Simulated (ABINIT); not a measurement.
# Quasiparticle gap of KBr (Fm-3m) in ABINIT, part 2 of 3

How does a plane-wave GW calculation on KBr (Fm-3m) run from the first input to the gap?

ABINIT 10.8.3; LDA and many-body steps on it, plane waves. Known limits of the many-body steps: not at the basis limit; no spin-orbit coupling.

So far. Step 2 (Ground state): The gap is direct, at Γ.

**3. Bands along the symmetry lines**

Level of this step: DFT, LDA, plane waves, norm-conserving pseudopotentials (ABINIT).

The cheap functional maps the bands first; the places of the edges decide which points the dearer methods must see.

Contents of run.abi:

```
acell 3*1.0 Angstrom
rprim 
  0.000000000000 3.300000000000 3.300000000000
  3.300000000000 0.000000000000 3.300000000000
  3.300000000000 3.300000000000 0.000000000000
ntypat 2
znucl 19 35
natom 2
typat 1 2
xred 
  0.000000000000 0.000000000000 0.000000000000
  0.500000000000 0.500000000000 0.500000000000
pp_dirpath "pseudos"
pseudos "K.upf, Br.upf"
ecut 32
iscf -2
irdden 1
kptopt 0
nkpt 50
kpt 
  0.00000000 0.00000000 0.00000000
  0.06250000 0.00000000 0.06250000
  0.12500000 0.00000000 0.12500000
  0.18750000 0.00000000 0.18750000
  0.25000000 0.00000000 0.25000000
  0.31250000 0.00000000 0.31250000
  0.37500000 0.00000000 0.37500000
  0.43750000 0.00000000 0.43750000
  0.50000000 0.00000000 0.50000000
  0.51562500 0.03125000 0.51562500
  0.53125000 0.06250000 0.53125000
  0.54687500 0.09375000 0.54687500
  0.56250000 0.12500000 0.56250000
  0.57812500 0.15625000 0.57812500
  0.59375000 0.18750000 0.59375000
  0.60937500 0.21875000 0.60937500
  0.62500000 0.25000000 0.62500000
  0.37500000 0.37500000 0.75000000
  0.32812500 0.32812500 0.65625000
  0.28125000 0.28125000 0.56250000
  0.23437500 0.23437500 0.46875000
  0.18750000 0.18750000 0.37500000
  0.14062500 0.14062500 0.28125000
  0.09375000 0.09375000 0.18750000
  0.04687500 0.04687500 0.09375000
  0.00000000 0.00000000 0.00000000
  0.06250000 0.06250000 0.06250000
  0.12500000 0.12500000 0.12500000
  0.18750000 0.18750000 0.18750000
  0.25000000 0.25000000 0.25000000
  0.31250000 0.31250000 0.31250000
  0.37500000 0.37500000 0.37500000
  0.43750000 0.43750000 0.43750000
  0.50000000 0.50000000 0.50000000
  0.50000000 0.46875000 0.53125000
  0.50000000 0.43750000 0.56250000
  0.50000000 0.40625000 0.59375000
  0.50000000 0.37500000 0.62500000
  0.50000000 0.34375000 0.65625000
  0.50000000 0.31250000 0.68750000
  0.50000000 0.28125000 0.71875000
  0.50000000 0.25000000 0.75000000
  0.50000000 0.21875000 0.71875000
  0.50000000 0.18750000 0.68750000
  0.50000000 0.15625000 0.65625000
  0.50000000 0.12500000 0.62500000
  0.50000000 0.09375000 0.59375000
  0.50000000 0.06250000 0.56250000
  0.50000000 0.03125000 0.53125000
  0.50000000 0.00000000 0.50000000
istwfk *1
nband 15
nbdbuf 2
tolwfr 1e-08
nstep 40
prtwf 0
prtvol 0
indata_prefix "in"
outdata_prefix "out"
tmpdata_prefix "tmp"
```

The run is started by

```bash
OMP_NUM_THREADS=1 mpirun -n 4 abinit run.abi > log
```

Numbers of over 12 decimals in the logs are rounded to 6 here.

Output:

```text
.Version 10.8.3 of ABINIT. v10.8.2 released Aug 2026.

 Symmetries : space group Fm -3 m (#225); Bravais cF (face-center cubic)
[... echo of the input left out ...]
== DATASET  1 ==================================================================
-   mpi_nproc: 4, omp_nthreads: 1 (-1 if OMP is not activated)

--- !DatasetInfo
iteration_state: {dtset: 1, }
dimensions: {natom: 2, nkpt: 50, mband: 15, nsppol: 1, nspinor: 1, nspden: 1, mpw: 4279, }
cutoff_energies: {ecut:  32.0, pawecutdg:  -1.0, }
electrons: {nelect:   1.60000000E+01, charge:   0.00000000E+00, occopt:   1.00000000E+00, tsmear:   1.00000000E-02, }

 Real(R)+Recip(G) space primitive vectors, cartesian coordinates (Bohr,Bohr^-1):
 R(1)=  0.0000000  6.2360962  6.2360962  G(1)= -0.0801784  0.0801784  0.0801784
 R(2)=  6.2360962  0.0000000  6.2360962  G(2)=  0.0801784 -0.0801784  0.0801784
 R(3)=  6.2360962  6.2360962  0.0000000  G(3)=  0.0801784  0.0801784 -0.0801784
 Unit cell volume ucvol=  4.8502979E+02 bohr^3
 Angles (23,13,12)=  6.00000000E+01  6.00000000E+01  6.00000000E+01 degrees

 getcut: wavevector=  0.0000  0.0000  0.0000  ngfft=  48  48  48
         ecut(hartree)=     32.000   => boxcut(ratio)=   2.13734

--- Pseudopotential description ------------------------------------------------
- K Generated using ONCVPSP code by D. R. Hamann
- 19.00000   9.00000  180309                  znucl, zion, pspdat
12 -1012 2 -1 2170                            pspcod,pspxc,lmax,lloc,mmax
     nproj     2     2     2
  pspatm : epsatm=    8.21740868
         --- l  ekb(1:nproj) -->
             0   10.940065    0.829722
             1    4.437415    0.568178
             2   -3.386874   -1.066382
 pspatm: atomic psp has been read  and splines computed

- Br Generated using ONCVPSP code by D. R. Hamann
- 35.00000   7.00000  180309                  znucl, zion, pspdat
12 -1012 2 -1 1084                            pspcod,pspxc,lmax,lloc,mmax
     nproj     2     2     2
  pspatm : epsatm=   10.24179696
         --- l  ekb(1:nproj) -->
[...]
pspatm: atomic psp has been read  and splines computed

--------------------------------------------------------------------------------

================================================================================
 prteigrs : about to open file out_EIG
 Non-SCF case, kpt    1 (  0.00000  0.00000  0.00000), residuals and eigenvalues=
  4.25E-09  7.13E-09  1.96E-09  2.91E-09  6.84E-09  1.87E-09  3.50E-09  4.64E-09
  9.87E-09  5.93E-09  7.32E-09  9.70E-09  6.14E-09  6.00E-09  9.21E-09
 -1.0164E+00 -4.6192E-01 -4.1641E-01 -4.1641E-01 -4.1641E-01 -7.3952E-03
 -7.3952E-03 -7.3952E-03  1.4077E-01  2.6304E-01  2.6304E-01  2.6304E-01
[...]
Non-SCF case, kpt    2 (  0.06250  0.00000  0.06250), residuals and eigenvalues=
  2.21E-09  8.68E-09  4.24E-09  7.78E-09  4.55E-09  3.19E-09  4.36E-09  9.89E-09
[...]
2.35E-09  6.30E-09  3.84E-09  9.41E-09  3.83E-09  4.01E-09  3.67E-09  6.97E-09
  3.71E-09  8.46E-09  7.83E-09  7.94E-09  8.78E-09  9.69E-09  9.22E-06
[...]
Non-SCF case, kpt   49 (  0.50000  0.03125  0.53125), residuals and eigenvalues=
[...]
Non-SCF case, kpt   50 (  0.50000  0.00000  0.50000), residuals and eigenvalues=
[...]
-1.0161E+00 -4.5829E-01 -4.2006E-01 -4.1785E-01 -4.1785E-01 -3.8692E-02
 -1.8311E-02 -1.8311E-02  1.9724E-01  2.4475E-01  3.2841E-01  3.3050E-01
[...]
--- !ResultsGS
iteration_state: {dtset: 1, }
comment   : Summary of ground state results
lattice_vectors:
- [  0.0000000,   6.2360962,   6.2360962, ]
- [  6.2360962,   0.0000000,   6.2360962, ]
- [  6.2360962,   6.2360962,   0.0000000, ]
lattice_lengths: [   8.81917,    8.81917,    8.81917, ]
lattice_angles: [ 60.000,  60.000,  60.000, ] # degrees, (23, 13, 12)
lattice_volume:   4.8502979E+02
convergence: {deltae:  0.000E+00, res2:  0.000E+00, residm:  9.965E-09, diffor:  0.000E+00, }
etotal    :  -4.58317090E+01
entropy   :   0.00000000E+00
fermie    :  -7.39522276E-03
cartesian_stress_tensor: null
pressure_GPa: null
xred      :
- [  0.0000E+00,   0.0000E+00,   0.0000E+00,  K]
- [  5.0000E-01,   5.0000E-01,   5.0000E-01, Br]
cartesian_forces: null
force_length_stats: {min: null, max: null, mean: null, }

 Integrated electronic density in atomic spheres:
 ------------------------------------------------
 Atom  Sphere_radius  Integrated_density
[...]
================================================================================

 ----iterations are completed or convergence reached----

 Mean square residual over all n,k,spin=   61.414E-10; max=  99.652E-10
 reduced coordinates (array xred) for    2 atoms
       0.000000000000      0.000000000000      0.000000000000
       0.500000000000      0.500000000000      0.500000000000

 cartesian coordinates (angstrom) at end:
    1      0.000000     0.000000     0.000000
    2      3.300000     3.300000     3.300000
 length scales=  1.889726125908  1.889726125908  1.889726125908 bohr
              =  1.000000000000  1.000000000000  1.000000000000 angstroms
 prteigrs : about to open file out_EIG
 Eigenvalues (hartree) for nkpt=  50  k points:
 kpt#   1, nband= 15, wtk=  1.00000, kpt=  0.0000  0.0000  0.0000 (reduced coord)
[...]
kpt#   2, nband= 15, wtk=  1.00000, kpt=  0.0625  0.0000  0.0625 (reduced coord)
[...]
kpt#   3, nband= 15, wtk=  1.00000, kpt=  0.1250  0.0000  0.1250 (reduced coord)
[...]
kpt#  49, nband= 15, wtk=  1.00000, kpt=  0.5000  0.0313  0.5313 (reduced coord)
  -1.01615   -0.45842   -0.42004   -0.41787   -0.41767   -0.03855   -0.01871   -0.01858
   0.19826    0.24598    0.32641    0.33123    0.33916    0.38045    0.38135
 kpt#  50, nband= 15, wtk=  1.00000, kpt=  0.5000  0.0000  0.5000 (reduced coord)
  -1.01615   -0.45829   -0.42006   -0.41785   -0.41785   -0.03869   -0.01831   -0.01831
   0.19724    0.24475    0.32841    0.33050    0.33989    0.38042    0.38042

== END DATASET(S) ==============================================================
================================================================================

 -outvars: echo values of variables after computation  --------
            nband          15
             nkpt          50
          spgroup         225
 [... the other variables as echoed above ...]

 Calculation completed.
```

Wall time 16 s (4 MPI ranks of Arm Neoverse V2, shared host); peak memory 0.31 GiB.

This step gave:

```
gap                        : 4.032 eV
k of the valence top       : 0, 0, 0
k of the conduction bottom : 0, 0, 0
least direct gap           : 4.032 eV
```

The gap is 4.032 eV, as in the run before at this level.

The electronic bands at the labelled points (eV, zero at the top of the highest filled band; v1 is the highest filled band, c1 the lowest empty one):

```csv
point,v4,v3,v2,v1,c1,c2,c3,c4
Γ,-11.13,0.00,0.00,0.00,4.03,7.36,7.36,7.36
halfway,-11.06,-0.75,-0.17,-0.17,5.54,6.25,8.66,8.81
X,-11.17,-0.85,-0.30,-0.30,5.57,6.86,9.14,9.19
halfway,-11.14,-0.82,-0.42,-0.31,5.78,7.13,8.78,9.30
U,-11.07,-0.73,-0.68,-0.35,6.30,7.84,8.16,8.91
jump to K,-11.07,-0.73,-0.68,-0.35,6.30,7.84,8.16,8.91
halfway,-11.00,-0.83,-0.26,-0.26,5.80,6.99,8.14,8.66
Γ,-11.13,0.00,0.00,0.00,4.03,7.36,7.36,7.36
halfway,-11.01,-0.72,-0.18,-0.18,5.32,7.21,8.07,8.07
L,-10.91,-1.25,-0.35,-0.35,6.25,7.93,9.52,9.52
halfway,-10.99,-1.02,-0.49,-0.38,6.69,7.51,8.59,9.06
W,-11.05,-0.62,-0.62,-0.57,7.10,7.10,7.96,8.72
halfway,-11.11,-0.79,-0.44,-0.40,6.00,7.33,8.42,9.16
X,-11.17,-0.85,-0.30,-0.30,5.57,6.86,9.14,9.19
```

The electronic bands as a text plot (rows in eV, shown from -8.0 to 8.2 only):

```
    7.9 |+ +++           +++    +++++ ++   ++  +++++++  +++++
    7.2 |++++         +++   +++++++++++++++++++       ++++++ ++++
    6.5 |    +++  ++++    ++++++                 +++++++   ++
    5.9 |     ++++++++++++      +            ++++            ++++
    5.2 |    +                   ++        ++
    4.5 | +++                      +++   ++
    3.8 |+                            +++
    3.2 |
    2.5 |
    1.8 |
    1.1 |
    0.5 |
   -0.2 |************************************************* ******
   -0.9 |    **********************         ***** ***************
   -1.6 |                                        *
   -2.3 |
   -2.9 |
   -3.6 |
   -4.3 |
   -5.0 |
   -5.6 |
   -6.3 |
   -7.0 |
   -7.7 |
         Γ           X  U|K            Γ         L        W     X
```

**4. Empty states on the mesh, 4×4×4 mesh, 68 bands**

The sums over transitions need many empty states on a uniform mesh; this step solves for them.

Contents of run.abi:

```
acell 3*1.0 Angstrom
rprim 
  0.000000000000 3.300000000000 3.300000000000
  3.300000000000 0.000000000000 3.300000000000
  3.300000000000 3.300000000000 0.000000000000
ntypat 2
znucl 19 35
natom 2
typat 1 2
xred 
  0.000000000000 0.000000000000 0.000000000000
  0.500000000000 0.500000000000 0.500000000000
pp_dirpath "pseudos"
pseudos "K.upf, Br.upf"
ecut 32
ngkpt 4 4 4
nshiftk 1
shiftk 0 0 0
kptopt 1
chksymbreak 0
iscf -2
irdden 1
istwfk *1
nband 68
nbdbuf 6
tolwfr 1e-09
nstep 60
prtvol 0
indata_prefix "in"
outdata_prefix "out"
tmpdata_prefix "tmp"
```

Output:

```text
.Version 10.8.3 of ABINIT. v10.8.2 released Aug 2026.

 Symmetries : space group Fm -3 m (#225); Bravais cF (face-center cubic)
[... echo of the input left out ...]
== DATASET  1 ==================================================================
-   mpi_nproc: 4, omp_nthreads: 1 (-1 if OMP is not activated)

--- !DatasetInfo
iteration_state: {dtset: 1, }
dimensions: {natom: 2, nkpt: 8, mband: 68, nsppol: 1, nspinor: 1, nspden: 1, mpw: 4279, }
cutoff_energies: {ecut:  32.0, pawecutdg:  -1.0, }
electrons: {nelect:   1.60000000E+01, charge:   0.00000000E+00, occopt:   1.00000000E+00, tsmear:   1.00000000E-02, }

 Real(R)+Recip(G) space primitive vectors, cartesian coordinates (Bohr,Bohr^-1):
 R(1)=  0.0000000  6.2360962  6.2360962  G(1)= -0.0801784  0.0801784  0.0801784
 R(2)=  6.2360962  0.0000000  6.2360962  G(2)=  0.0801784 -0.0801784  0.0801784
 R(3)=  6.2360962  6.2360962  0.0000000  G(3)=  0.0801784  0.0801784 -0.0801784
 Unit cell volume ucvol=  4.8502979E+02 bohr^3
 Angles (23,13,12)=  6.00000000E+01  6.00000000E+01  6.00000000E+01 degrees

 getcut: wavevector=  0.0000  0.0000  0.0000  ngfft=  48  48  48
         ecut(hartree)=     32.000   => boxcut(ratio)=   2.13734

--- Pseudopotential description ------------------------------------------------
- K Generated using ONCVPSP code by D. R. Hamann
- 19.00000   9.00000  180309                  znucl, zion, pspdat
12 -1012 2 -1 2170                            pspcod,pspxc,lmax,lloc,mmax
     nproj     2     2     2
  pspatm : epsatm=    8.21740868
         --- l  ekb(1:nproj) -->
             0   10.940065    0.829722
             1    4.437415    0.568178
             2   -3.386874   -1.066382
 pspatm: atomic psp has been read  and splines computed

- Br Generated using ONCVPSP code by D. R. Hamann
- 35.00000   7.00000  180309                  znucl, zion, pspdat
12 -1012 2 -1 1084                            pspcod,pspxc,lmax,lloc,mmax
     nproj     2     2     2
  pspatm : epsatm=   10.24179696
         --- l  ekb(1:nproj) -->
[...]
pspatm: atomic psp has been read  and splines computed

--------------------------------------------------------------------------------

================================================================================
 prteigrs : about to open file out_EIG
 Non-SCF case, kpt    1 (  0.00000  0.00000  0.00000), residuals and eigenvalues=
  5.45E-10  9.82E-10  2.93E-10  5.79E-10  9.07E-10  1.58E-10  3.20E-10  5.13E-10
  1.05E-10  2.85E-10  4.11E-10  6.98E-10  5.43E-10  8.41E-10  5.67E-10  2.55E-10
  5.91E-10  2.57E-10  1.92E-10  3.49E-10  5.66E-10  7.75E-10  1.49E-10  5.03E-10
[...]
2.73E-09  1.48E-08  2.50E-08  1.07E-03
 -1.0164E+00 -4.6192E-01 -4.1641E-01 -4.1641E-01 -4.1641E-01 -7.3952E-03
 -7.3952E-03 -7.3952E-03  1.4077E-01  2.6304E-01  2.6304E-01  2.6304E-01
  2.9506E-01  2.9506E-01  4.0387E-01  5.4041E-01  5.4041E-01  5.4041E-01
[...]
1.3254E+00  1.3851E+00  1.3851E+00  1.3851E+00  1.4042E+00  1.4042E+00
  1.4373E+00  1.5722E+00  1.5722E+00  1.5722E+00  1.6351E+00  1.6351E+00
  1.6351E+00  1.8490E+00
 prteigrs : prtvol=0 or 1, do not print more k-points.

--- !ResultsGS
iteration_state: {dtset: 1, }
comment   : Summary of ground state results
lattice_vectors:
- [  0.0000000,   6.2360962,   6.2360962, ]
- [  6.2360962,   0.0000000,   6.2360962, ]
- [  6.2360962,   6.2360962,   0.0000000, ]
lattice_lengths: [   8.81917,    8.81917,    8.81917, ]
lattice_angles: [ 60.000,  60.000,  60.000, ] # degrees, (23, 13, 12)
lattice_volume:   4.8502979E+02
convergence: {deltae:  0.000E+00, res2:  0.000E+00, residm:  9.819E-10, diffor:  0.000E+00, }
etotal    :  -4.58317090E+01
entropy   :   0.00000000E+00
fermie    :  -7.39522276E-03
cartesian_stress_tensor: null
pressure_GPa: null
xred      :
- [  0.0000E+00,   0.0000E+00,   0.0000E+00,  K]
- [  5.0000E-01,   5.0000E-01,   5.0000E-01, Br]
cartesian_forces: null
force_length_stats: {min: null, max: null, mean: null, }

 Integrated electronic density in atomic spheres:
 ------------------------------------------------
 Atom  Sphere_radius  Integrated_density
[...]
================================================================================

 ----iterations are completed or convergence reached----

 Mean square residual over all n,k,spin=   47.699E-11; max=  98.192E-11
 reduced coordinates (array xred) for    2 atoms
       0.000000000000      0.000000000000      0.000000000000
       0.500000000000      0.500000000000      0.500000000000

 cartesian coordinates (angstrom) at end:
    1      0.000000     0.000000     0.000000
    2      3.300000     3.300000     3.300000
 length scales=  1.889726125908  1.889726125908  1.889726125908 bohr
              =  1.000000000000  1.000000000000  1.000000000000 angstroms
 prteigrs : about to open file out_EIG
 Eigenvalues (hartree) for nkpt=   8  k points:
 kpt#   1, nband= 68, wtk=  0.01563, kpt=  0.0000  0.0000  0.0000 (reduced coord)
[...]
1.30672    1.30875    1.31426    1.31426    1.31426    1.32544    1.32544    1.38506
   1.38506    1.38506    1.40422    1.40422    1.43731    1.57216    1.57216    1.57216
   1.63512    1.63512    1.63512    1.84904
 prteigrs : prtvol=0 or 1, do not print more k-points.

== END DATASET(S) ==============================================================
================================================================================

 -outvars: echo values of variables after computation  --------
            nband          68
             nkpt           8
          spgroup         225
 [... the other variables as echoed above ...]

 Calculation completed.
```

Wall time 13 s (4 MPI ranks); peak memory 0.31 GiB; 54 s of CPU time.

This step gave:

```yaml
gap: 4.032 eV
k_of_the_valence_top: 0, 0, 0
k_of_the_conduction_bottom: 0, 0, 0
least_direct_gap: 4.032 eV
k_points_computed: 8
lowest_point_of_the_top_converged_band_above_the_valence_top: 42.98 eV
```

On this mesh the gap is 4.032 eV.

**5. Screening, 4×4×4 mesh, 62 bands, screening to 108.8 eV**

The RPA dielectric matrix is built and inverted for each q.

This step: RPA screening on LDA, plane waves, norm-conserving pseudopotentials.

Edit run.abi of step 4 so:

```diff
@@ -20,10 +20,11 @@
 chksymbreak 0
-iscf -2
-irdden 1
 istwfk *1
-nband 68
-nbdbuf 6
-tolwfr 1e-09
-nstep 60
-prtvol 0
+occopt 1
+irdwfk 1
+optdriver 3
+nband 62
+ecuteps 4
+inclvkb 2
+awtr 1
+symchi 1
 indata_prefix "in"
```

Output:

```text
.Version 10.8.3 of ABINIT. v10.8.2 released Aug 2026.

 Symmetries : space group Fm -3 m (#225); Bravais cF (face-center cubic)
[... echo of the input left out ...]
== DATASET  1 ==================================================================
-   mpi_nproc: 4, omp_nthreads: 1 (-1 if OMP is not activated)

--- !DatasetInfo
iteration_state: {dtset: 1, }
dimensions: {natom: 2, nkpt: 8, mband: 62, nsppol: 1, nspinor: 1, nspden: 1, mpw: 4279, }
cutoff_energies: {ecut:  32.0, pawecutdg:  -1.0, }
electrons: {nelect:   1.60000000E+01, charge:   0.00000000E+00, occopt:   1.00000000E+00, tsmear:   1.00000000E-02, }

 SCREENING: Calculation of the susceptibility and dielectric matrices

 Based on a program developped by R.W. Godby, V. Olevano, G. Onida, and L. Reining.
 Incorporated in ABINIT by V. Olevano, G.-M. Rignanese, and M. Torrent.
.Using double precision arithmetic ; gwpc =  8

[... cell and pseudopotentials left out ...]
--------------------------------------------------------------------------------

 ==== K-mesh for the wavefunctions ====
 Number of points in the irreducible wedge :     8
[... list of points left out ...]
 Together with 48 symmetry operations and time-reversal symmetry
 yields    64 points in the full Brillouin Zone.

 ==== Q-mesh for the screening function ====
 Number of points in the irreducible wedge :     8
[... list of points left out ...]
 Together with 48 symmetry operations and time-reversal symmetry
 yields    64 points in the full Brillouin Zone.

 setmesh: FFT mesh size selected  =    30x   30x   30
          total number of points  =        27000

 vcoul_init : cutoff-mode = AUXILIARY_FUNCTION
 q-points for optical limit:   1
     1)      0.000010    0.000020    0.000030

- screening: taking advantage of time-reversal symmetry
- Maximum band index for partially occupied states nbvw = 8
- Remaining bands to be divided among processors   nbcw = 54
- Number of bands treated by each node ~13

 Number of electrons calculated from density =   16.0000; Expected =   16.0000
 average of density, n =  0.032988
 r_s =    1.9343
 omega_plasma =   17.5199 [eV]

 calculating chi0 at frequencies [eV] :
  1    0.000000E+00    0.000000E+00
  2    0.000000E+00    1.751989E+01

--------------------------------------------------------------------------------
  q-point number  1        q = ( 0.000000, 0.000000, 0.000000) [r.l.u.]
--------------------------------------------------------------------------------
[... chi0 elements left out ...]
 For q-point:  0.000010 0.000020 0.000030
  dielectric constant =   2.4976
  dielectric constant without local fields =   2.9927

  Average fulfillment of the sum rule on Im[epsilon] for q-point    1 :     64.11  [%]
[... wings left out ...]
  q-point number  2        q = ( 0.250000, 0.000000, 0.000000) [r.l.u.]
--------------------------------------------------------------------------------
[... chi0 elements left out ...]
  Average fulfillment of the sum rule on Im[epsilon] for q-point    2 :     78.06  [%]

 [... 6 further q-points ...]
```

Elapsed: 10 s, on 4 MPI ranks; peak memory 0.7 GiB; 40 s of CPU time.

Numbers from this step:

- ε∞ with local fields, on this mesh, along the program's q direction: 2.498
- the same without local fields: 2.993
- plasma frequency: 17.52 eV
- plane waves in the screening matrix: 169

Local fields lower ε∞ by 17 %.

(Part 2 of 3 ends here.)

[Paths, hosts, dates, memory and timing lines, banners, echoed tables and standing remarks are left out of the program output.]

[Logs are printed without paths, hosts, clocks, repeated set-up lines and the standing remarks that a program may print on its own settings, such as how far it seeks lower states.]

[Runs of the session that timed out or met a known fault of the program may be left out.]

[Hosts, paths, dates, database ids (printed as entryN), source tags and the programs' standing remarks are cut or masked in the printed files.]

[G0W0 gaps are taken among the corrected bands and points alone; a level outside them can change the order at an edge.]

[Where Ansatz stands beside ABINIT at settings called matched, ABINIT's density can come from a denser mesh and the files from another edition; pairs whose starting gaps differed by over 0.03 eV were left out, so agreement reads better than it is.]
